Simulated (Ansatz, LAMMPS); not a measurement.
# Glassy 80GeO2-20K2O (mol %) (105 atoms): geometry optimisation, part 3 of 3

Wanted: the relaxed structure of glassy 80GeO2-20K2O (mol %) (105 atoms) and its electronic structure.

Ansatz 0.2.0; Kohn-Sham DFT, PBE, PAW (set soft_2), plane waves.

The cell: 28 Ge, 14 K and 63 O. The quench rate of 10 K/ps is many orders above laboratory rates. The starting topology of bonds comes from the classical model. The Brillouin zone is sampled at Γ only, in a cell whose shortest periodic width is 12 Å.

So far, density (g/cm³): step 5 (structure statistics after relaxation) 3.33.

### Step 6. Single point at the relaxed geometry

The electronic structure is read at the final geometry, in a run of its own.

Contents of input.yaml:

```yaml
crystal:
  lattice:
    - [12.14146, 0.0, 0.0]
    - [0.0, 12.14146, 0.0]
    - [0.0, 0.0, 12.14146]
  atoms:
    - { symbol: Ge, position: [0.67821, 0.187, 0.28971] }
    - { symbol: Ge, position: [0.4215, 0.47891, 0.63774] }
    - { symbol: Ge, position: [0.21803, 0.35533, 0.29448] }
    - { symbol: Ge, position: [0.58108, 0.01697, 0.56851] }
    - { symbol: Ge, position: [0.63923, 0.5669, 0.09879] }
    - { symbol: Ge, position: [0.38496, 0.69587, 0.46767] }
    - { symbol: Ge, position: [0.81522, 0.37639, 0.14951] }
    - { symbol: Ge, position: [0.6784, 0.30008, 0.79369] }
    - { symbol: Ge, position: [0.82957, 0.51658, 0.80233] }
    - { symbol: Ge, position: [0.89203, 0.19953, 0.93998] }
    - { symbol: Ge, position: [0.58326, 0.28834, 0.53734] }
    - { symbol: Ge, position: [0.10751, 0.62711, 0.45807] }
    - { symbol: Ge, position: [0.53494, 0.62795, 0.82166] }
    - { symbol: Ge, position: [0.15838, 0.53726, 0.9764] }
    - { symbol: Ge, position: [0.83107, 0.97656, 0.27918] }
    - { symbol: Ge, position: [0.60105, 0.55177, 0.3919] }
    - { symbol: Ge, position: [0.97095, 0.9528, 0.05058] }
    - { symbol: Ge, position: [0.39593, 0.44802, 0.10139] }
    - { symbol: Ge, position: [0.8413, 0.92432, 0.54994] }
    - { symbol: Ge, position: [0.72613, 0.67085, 0.61732] }
    - { symbol: Ge, position: [0.3928, 0.96008, 0.39297] }
    - { symbol: Ge, position: [0.02671, 0.53488, 0.20852] }
    - { symbol: Ge, position: [0.86709, 0.68993, 0.03156] }
    - { symbol: Ge, position: [0.43809, 0.23793, 0.93269] }
    - { symbol: Ge, position: [0.06328, 0.35428, 0.79821] }
    - { symbol: Ge, position: [0.17751, 0.40226, 0.55967] }
    - { symbol: Ge, position: [0.47812, 0.0533, 0.14197] }
    - { symbol: Ge, position: [0.41541, 0.84992, 0.7047] }
    - { symbol: K, position: [0.17495, 0.05924, 0.83866] }
    - { symbol: K, position: [0.96796, 0.78117, 0.76138] }
    - { symbol: K, position: [0.8288, 0.71629, 0.31091] }
    - { symbol: K, position: [0.22347, 0.66625, 0.72395] }
    - { symbol: K, position: [0.18377, 0.24502, 0.04104] }
    - { symbol: K, position: [0.15951, 0.04228, 0.27726] }
    - { symbol: K, position: [0.32842, 0.16875, 0.63175] }
    - { symbol: K, position: [0.2896, 0.66367, 0.22486] }
    - { symbol: K, position: [0.68479, 0.9233, 0.98609] }
    - { symbol: K, position: [0.8847, 0.17675, 0.62919] }
    - { symbol: K, position: [0.15318, 0.91142, 0.56668] }
    - { symbol: K, position: [0.85347, 0.44691, 0.459] }
    - { symbol: K, position: [0.30633, 0.83957, 0.97123] }
    - { symbol: K, position: [0.5604, 0.79939, 0.23511] }
    - { symbol: O, position: [0.67384, 0.56602, 0.26375] }
    - { symbol: O, position: [0.91134, 0.4442, 0.23801] }
    - { symbol: O, position: [0.72784, 0.01917, 0.56593] }
    - { symbol: O, position: [0.80289, 0.11524, 0.32081] }
    - { symbol: O, position: [0.73303, 0.45814, 0.06087] }
    - { symbol: O, position: [0.49366, 0.9303, 0.0735] }
    - { symbol: O, position: [0.41315, 0.1523, 0.05307] }
    - { symbol: O, position: [0.35049, 0.37907, 0.22329] }
    - { symbol: O, position: [0.82724, 0.57303, 0.66586] }
    - { symbol: O, position: [0.3612, 0.79182, 0.57988] }
    - { symbol: O, position: [0.45584, 0.34578, 0.59029] }
    - { symbol: O, position: [0.29234, 0.53683, 0.04438] }
    - { symbol: O, position: [0.16365, 0.42516, 0.87322] }
    - { symbol: O, position: [0.15175, 0.24291, 0.24562] }
    - { symbol: O, position: [0.79986, 0.79583, 0.61195] }
    - { symbol: O, position: [0.69161, 0.30465, 0.64512] }
    - { symbol: O, position: [0.60547, 0.20661, 0.41378] }
    - { symbol: O, position: [0.43684, 0.73931, 0.80691] }
    - { symbol: O, position: [0.95715, 0.97819, 0.19618] }
    - { symbol: O, position: [0.1074, 0.96328, 0.01715] }
    - { symbol: O, position: [0.89602, 0.83173, 0.9936] }
    - { symbol: O, position: [0.49859, 0.54371, 0.14535] }
    - { symbol: O, position: [0.07375, 0.71924, 0.55924] }
    - { symbol: O, position: [0.6048, 0.1231, 0.18256] }
    - { symbol: O, position: [0.25683, 0.62404, 0.4367] }
    - { symbol: O, position: [0.274, 0.46928, 0.64736] }
    - { symbol: O, position: [0.8704, 0.6218, 0.89677] }
    - { symbol: O, position: [0.23939, 0.33483, 0.4465] }
    - { symbol: O, position: [0.69467, 0.63903, 0.47843] }
    - { symbol: O, position: [0.93632, 0.42013, 0.7764] }
    - { symbol: O, position: [0.94988, 0.97288, 0.62717] }
    - { symbol: O, position: [0.53707, 0.15101, 0.60272] }
    - { symbol: O, position: [0.53907, 0.92677, 0.67966] }
    - { symbol: O, position: [0.07146, 0.4905, 0.51611] }
    - { symbol: O, position: [0.32598, 0.21469, 0.85104] }
    - { symbol: O, position: [0.73157, 0.68844, 0.09035] }
    [... 21 atom lines left out ...]
    - { symbol: O, position: [0.39036, 0.02857, 0.25927] }
    - { symbol: O, position: [0.10948, 0.31024, 0.66237] }
    - { symbol: O, position: [0.45551, 0.37004, 0.99644] }
    - { symbol: O, position: [0.5342, 0.95886, 0.44181] }
    - { symbol: O, position: [0.88594, 0.28227, 0.05942] }
    - { symbol: O, position: [0.45792, 0.59819, 0.56724] }
kpoints:
  mp_grid: { grid: [1, 1, 1] }
hamiltonian:
  xc: pbe
scf:
  occupations: { method: fixed }
output:
  forces: true
  stress: true
  populations: true
  dos:
    method: { smearing: { sigma: 0.08 } }
    de: 0.1
    projected: { site_lists: { Ge: [Ge], K: [K], O: [O] } }
  eigenvalues: true
  write_density: true
  write_potential: true
  volumetric_format: npy
  elf: true
```

Run with:

```console
$ ansatz run input.yaml --threads 4 --pin off --max-ram 8192MiB --backend cpu --events-out ev --progress --plain --runs-dir out
```

Numbers of over 12 decimals in the logs are rounded to 6 here.

What it wrote:

```text
[...]
Crystal: 105 atoms, lattice volume = 1789.834 Å³
Basis set: ecut = 420 eV, 35033 PW (Γ), exchange–correlation on 180×180×180 points (8 copies of the dense FFT grid, shifted against one another)
Bands: 553, of which v1, the nominal top of the filled ones, is band 448 counted from 1 (447 counted from 0)
Symmetry: 1 space group operations
[...]
k-points: 1
[...]
SCF iter   1: F=—  HF=-177550.194115 eV  |F-HF|=—  |Δ(HF+E_count)|=         —  Δρ=2.48e-3  dr2=1.58e-1  ethr=1.77e-3  ⟨swp⟩=5.0  Hψ=1974  notcnv=0  defer=102
[...]
SCF iter  10: F=-177550.178642 eV  HF=-177550.178642 eV  |F-HF|=1.07e-8  |Δ(HF+E_count)|=   7.22e-8  Δρ=1.21e-6  dr2=2.46e-8  ethr=1.12e-11  ⟨swp⟩=19.0  Hψ=4252  notcnv=0
SCF 1 converged in 10 iterations: F = -177550.178642 eV  dr2 = 2.46e-8
[...]
WARN: The input density's exchange-correlation potential varies sharply where the density is thin. Do not read a vacuum level from v_tot or v_xc, or from such a field of the output density. On a cell that repeats whose density bears no net charge and no dipole along the vacuum's axis use v_es (v_loc + v_h of the components); [...]
SCF converged after 10 iterations
Free energy (F): -177550.178642 eV
[...]
Internal energy: -177550.178642 eV  (E = F + TS)
E sigma→0 (E₀):  -177550.178642 eV
Fermi energy:    3.684752 eV
[...]
--- Forces (eV/Å), atoms counted from 1 ---
  atom   1  Ge     0.00357693    -0.00879228    -0.00718498
  atom   2  Ge    -0.00021646     0.00270283    -0.00161048
  atom   3  Ge     0.01450590    -0.00189448    -0.00253756
  atom   4  Ge    -0.00547278     0.00316240     0.01614455
  atom   5  Ge    -0.00392146     0.01796273    -0.01517643
  atom   6  Ge     0.00250603    -0.02141608     0.00979773
  atom   7  Ge     0.00794732    -0.00340344    -0.01177694
  atom   8  Ge     0.00705253    -0.00077287     0.00445904
  atom   9  Ge     0.00268245     0.00490638    -0.00994056
  atom  10  Ge     0.02325891    -0.00320507    -0.00238203
  atom  11  Ge    -0.00401632    -0.01103453    -0.00505400
  atom  12  Ge     0.00302261    -0.01347963     0.00328045
  atom  13  Ge     0.01190397     0.02106855    -0.00792539
  atom  14  Ge     0.01098421     0.02525473    -0.01614108
[...]
atom 104  O     -0.01718645    -0.00541128     0.00371783
  atom 105  O     -0.01074706     0.00275843     0.00597856
  max |Σ_I F_I| component: 3.06e-5 eV/Å
--- Stress (GPa, compression-positive) ---
       -0.862276      -0.882060      -0.371420
       -0.882060      -0.767265       0.548540
       -0.371420       0.548540      -3.153653
  P = ⅓ Tr σ = -1.5944 GPa (-15.944 kbar)
--- Band table (eV) ---
[...]
--- Löwdin populations: 105 sites ---
  site symbol       q [e]
     0     Ge     12.4253
     1     Ge     12.4660
     2     Ge     12.5207
[...]
104      O      6.7657
  spilling = 0.005167 (of n_electrons = 896.000000)
```

Elapsed: 49 s, on 4 threads of Arm Neoverse V1, shared host; peak memory 2.8 GiB; 3.2 min of CPU time.

The program notes that the exchange-correlation potential is rough where the density is thin.

The run gave:

| Property | Result |
| --- | --- |
| free energy | -177550.1786 eV |
| free energy per atom | -1690.9541 eV/atom |
| SCF cycles | 10 |
| pressure | -1.594 GPa |
| r.m.s. force component | 0.00869 eV/Å |
| longest force | 0.03804 eV/Å |
| Fermi energy | 3.685 eV |
| gap (highest filled to lowest empty level) | 1.63 eV |
| spilling of the projection | 0.005167 |

Löwdin charges by element (they lack the spilled electrons, 0.044 e an atom on average):

```csv
element,coordination,atoms,mean charge (e),spread,least,most
Ge,all,28,1.51,0.0402,1.44,1.58
K,all,14,0.863,0.0079,0.850,0.874
O,all,63,-0.787,0.0606,-0.951,-0.708
```

Density of states as counts of states in windows of 1 eV (from the Fermi level), total and the larger projections:

```csv
from (eV),to (eV),total,O p,Ge p,Ge s,O s,K p
-18,-17,52.7,0.5,8.1,1.5,40.6,0.1
-17,-16,17.0,0.2,2.1,0.3,13.7,0.1
-16,-15,17.3,0.2,2.1,0.6,13.6,0.2
-15,-13,0.0,0.0,0.0,0.0,0.0,0.0
-13,-12,19.8,0.2,0.0,0.0,0.1,19.5
-12,-11,59.7,0.6,0.1,0.1,0.3,58.5
-11,-10,5.0,0.4,0.0,0.2,0.1,4.4
-10,-9,11.1,6.0,0.4,3.9,0.6,0.1
-9,-8,11.3,6.2,0.6,3.5,0.8,0.0
-8,-7,18.9,11.0,1.7,4.5,1.5,0.1
-7,-6,10.9,6.8,1.4,1.8,0.7,0.0
-6,-5,32.5,23.6,7.4,0.5,0.5,0.1
-5,-4,26.2,19.3,4.8,0.6,1.1,0.1
-4,-3,48.2,38.5,5.5,0.8,2.5,0.1
-3,-2,77.3,69.7,3.6,0.4,1.7,0.2
-2,-1,86.2,82.3,1.4,0.2,0.6,0.2
-1,0,53.2,50.5,1.1,0.1,0.3,0.2
0,1,1.7,1.6,0.0,0.0,0.0,0.0
1,2,2.0,0.4,0.1,0.7,0.4,0.0
2,3,2.7,0.8,0.3,1.1,0.4,0.0
3,4,15.1,4.3,1.8,5.7,2.1,0.0
4,5,14.3,4.0,2.2,5.0,1.7,0.0
```

The curve was stored every 0.10 eV, coarse against its broadening of 0.08 eV, so these counts are rough.

With fixed occupations the program's Fermi level is the highest filled level; weight inside the gap is the broadening of levels at its edges.

Between -26 and -18 eV lie 319 more states.

About 30 of the 896 electrons lie in deeper levels, below the stored range.

The levels nearest the highest filled one (over half full), pooled over k-points and spins:

```csv
level less the highest filled one (eV),occupation
-0.215,2
-0.191,2
-0.187,2
-0.118,2
-0.101,2
0,2
1.63,0
2.86,0
2.99,0
3.08,0
3.20,0
3.47,0
```

ELF in the bc plane at fractional x = 0.164, with atoms of Ge and K and O within 0.2 Å of it. It is the smooth field of the valence electrons, not physical close to the nuclei.

Values, 13 rows by 16 columns, each cell a mean:
```
0.25 0.17 0.09 0.40 0.40 0.17 0.49 0.39 0.09 0.32 0.71 0.77 0.21 0.01 0.28 0.48
0.76 0.81 0.37 0.01 0.03 0.43 0.69 0.71 0.31 0.41 0.73 0.68 0.19 0.01 0.02 0.23
0.81 0.82 0.41 0.01 0.06 0.19 0.49 0.56 0.15 0.09 0.31 0.24 0.03 0.02 0.04 0.26
0.19 0.27 0.04 0.15 0.53 0.48 0.11 0.04 0.02 0.37 0.84 0.73 0.12 0.02 0.04 0.02
0.08 0.00 0.01 0.26 0.73 0.68 0.23 0.13 0.06 0.07 0.28 0.19 0.05 0.24 0.59 0.48
0.25 0.01 0.00 0.03 0.16 0.23 0.05 0.20 0.16 0.07 0.18 0.43 0.23 0.56 0.78 0.84
0.06 0.05 0.01 0.06 0.33 0.45 0.23 0.25 0.22 0.19 0.23 0.23 0.13 0.26 0.66 0.43
0.06 0.04 0.01 0.04 0.30 0.51 0.21 0.06 0.08 0.18 0.25 0.16 0.03 0.01 0.02 0.02
0.73 0.66 0.12 0.41 0.34 0.24 0.27 0.61 0.61 0.12 0.07 0.04 0.01 0.00 0.02 0.41
0.78 0.80 0.31 0.76 0.65 0.36 0.39 0.69 0.77 0.27 0.02 0.01 0.00 0.00 0.07 0.68
0.45 0.34 0.17 0.59 0.58 0.26 0.13 0.32 0.31 0.07 0.01 0.01 0.00 0.00 0.02 0.15
0.25 0.03 0.16 0.53 0.55 0.17 0.07 0.18 0.12 0.06 0.02 0.01 0.00 0.05 0.33 0.43
0.64 0.11 0.40 0.84 0.83 0.41 0.06 0.21 0.16 0.21 0.31 0.30 0.04 0.05 0.57 0.80
```
Columns run along b (12.1 Å), rows up along c (12.1 Å). Atoms in or near the plane, at fractional coordinates: Ge at (0.54, 0.98), Ge at (0.40, 0.56), K at (0.06, 0.84), K at (0.04, 0.28), K at (0.91, 0.57), O at (0.43, 0.87), O at (0.24, 0.25), O at (0.49, 0.28).

Valence density in the bc plane at fractional x = 0.164, with atoms of Ge and K and O within 0.2 Å of it. It is the smooth field of the valence electrons, not physical close to the nuclei.

Ten steps, logarithmic in the rise over the least value, from '0' (0 e/Å³) to '9' (36 e/Å³), each cell a mean:
```
1000001222100011379732331000000111
0110000000001233245434553100000000
2443100000002465311113442100000000
4554300000002455310001111000000001
3444200000001122100000000000000001
1221000000000000000001221000000000
0000000001110000000012332000000000
0000000002221000000001221000000000
0000000001222111000000000000012220
0000000000123663100000000000134542
0000000000015884110000000000145543
0000000000012442110011110000023331
0000000000111110000122210000000100
0000000000111000000122210000000000
0000000000011000000011100000000000
2321000000111111221000000000000001
4543101232223224553100000000000002
4554112565322224653100000000000013
3332002454211112331000000000000001
0000001222100000000000000000000000
0000000011000000000000000000000000
0000001333100000000000000000000000
1000013455310000111100000000000112
1000002454310000257521100000000122
```
Columns run along b (12.1 Å), rows up along c (12.1 Å). Atoms in or near the plane, at fractional coordinates: Ge at (0.54, 0.98), Ge at (0.40, 0.56), K at (0.06, 0.84), K at (0.04, 0.28), K at (0.91, 0.57), O at (0.43, 0.87), O at (0.24, 0.25), O at (0.49, 0.28).

Mean Löwdin charges: Ge +1.51, K +0.86, O -0.79 e (they miss 0.52 % of the electrons, so they add up to more than the cell's charge). The largest share in the top eV of filled states is O p (96 % of the projected weight), and in the lowest eV of empty states Ge s (36 % of the projected weight).

A closer look about K30, one of the 14 K atoms: 10 atoms, nearest first, numbered in the order of the input, with positions taken from that point.

```csv
atom,x,y,z,distance (Å),bonds,Löwdin charge (e)
K30,0.00,0.00,0.00,0.00,5,0.86
O57,-2.04,0.18,-1.81,2.74,3,-0.78
O69,-1.18,-1.93,1.64,2.80,3,-0.76
O73,-0.22,2.33,-1.63,2.85,4,-0.94
O65,1.28,-0.75,-2.45,2.87,4,-0.92
O63,-0.87,0.61,2.82,3.01,4,-0.78
O90,2.11,-1.42,1.92,3.19,3,-0.89
O51,-1.71,-2.53,-1.16,3.26,3,-0.76
K32,3.10,-1.40,-0.45,3.43,5,0.86
Ge19,-1.54,1.74,-2.57,3.46,4,1.48
```

The column of bonds counts only the pairs O-Ge within 2.27 Å, O-K within 3.15 Å; other neighbours, such as metal atoms beside each other in a compound, aren't counted, and periodic images can show an atom twice.

### Step 7. Results

```
energy change in the relaxation                  : -123.9 meV/atom
r.m.s. displacement                              : 0.432 Å
largest displacement                             : 1.463 Å
free energy per atom                             : -1690.9541 eV/atom
pressure                                         : -1.594 GPa
r.m.s. force component                           : 0.00869 eV/Å
gap (highest filled to lowest empty level) : 1.63 eV
wall time of the 3 DFT runs                      : 8.8 min
```

What this shows: Relaxation lowers the energy by 124 meV/atom and moves atoms by 0.43 Å r.m.s.; the r.m.s. force component goes from 1.3 to 0.0087 eV/Å, the pressure goes from 5.5 to -1.6 GPa, and the gap from 1.12 to 1.63 eV. First to last step the energy falls by 13.010 eV; the largest move, 1.46 Å, is that of K37. The O-Ge bonds go from 1.745 Å (spread 0.059) to 1.805 Å (spread 0.057), and their number from 115 to 116. 84 % of the oxygens bridge two formers (Ge) and 16 % are non-bridging. Between filled and empty levels lie 1.63 eV (at Γ alone); a semilocal functional tends to put such gaps too low. In a disordered cell it changes from sample to sample, and tail or defect levels can set it.

What to keep in mind: The network of bonds at the start is that of the classical potential that made the cell; in DFT atoms moved by 0.43 Å r.m.s. The pressure of -1.6 GPa shows the cell to be stretched for this functional.

[Logs are printed without paths, hosts, clocks, repeated set-up lines and the standing remarks that a program may print on its own settings, such as how far it seeks lower states.]

[Hosts, paths, dates, database ids (printed as entryN), source tags and the programs' standing remarks are cut or masked in the printed files.]
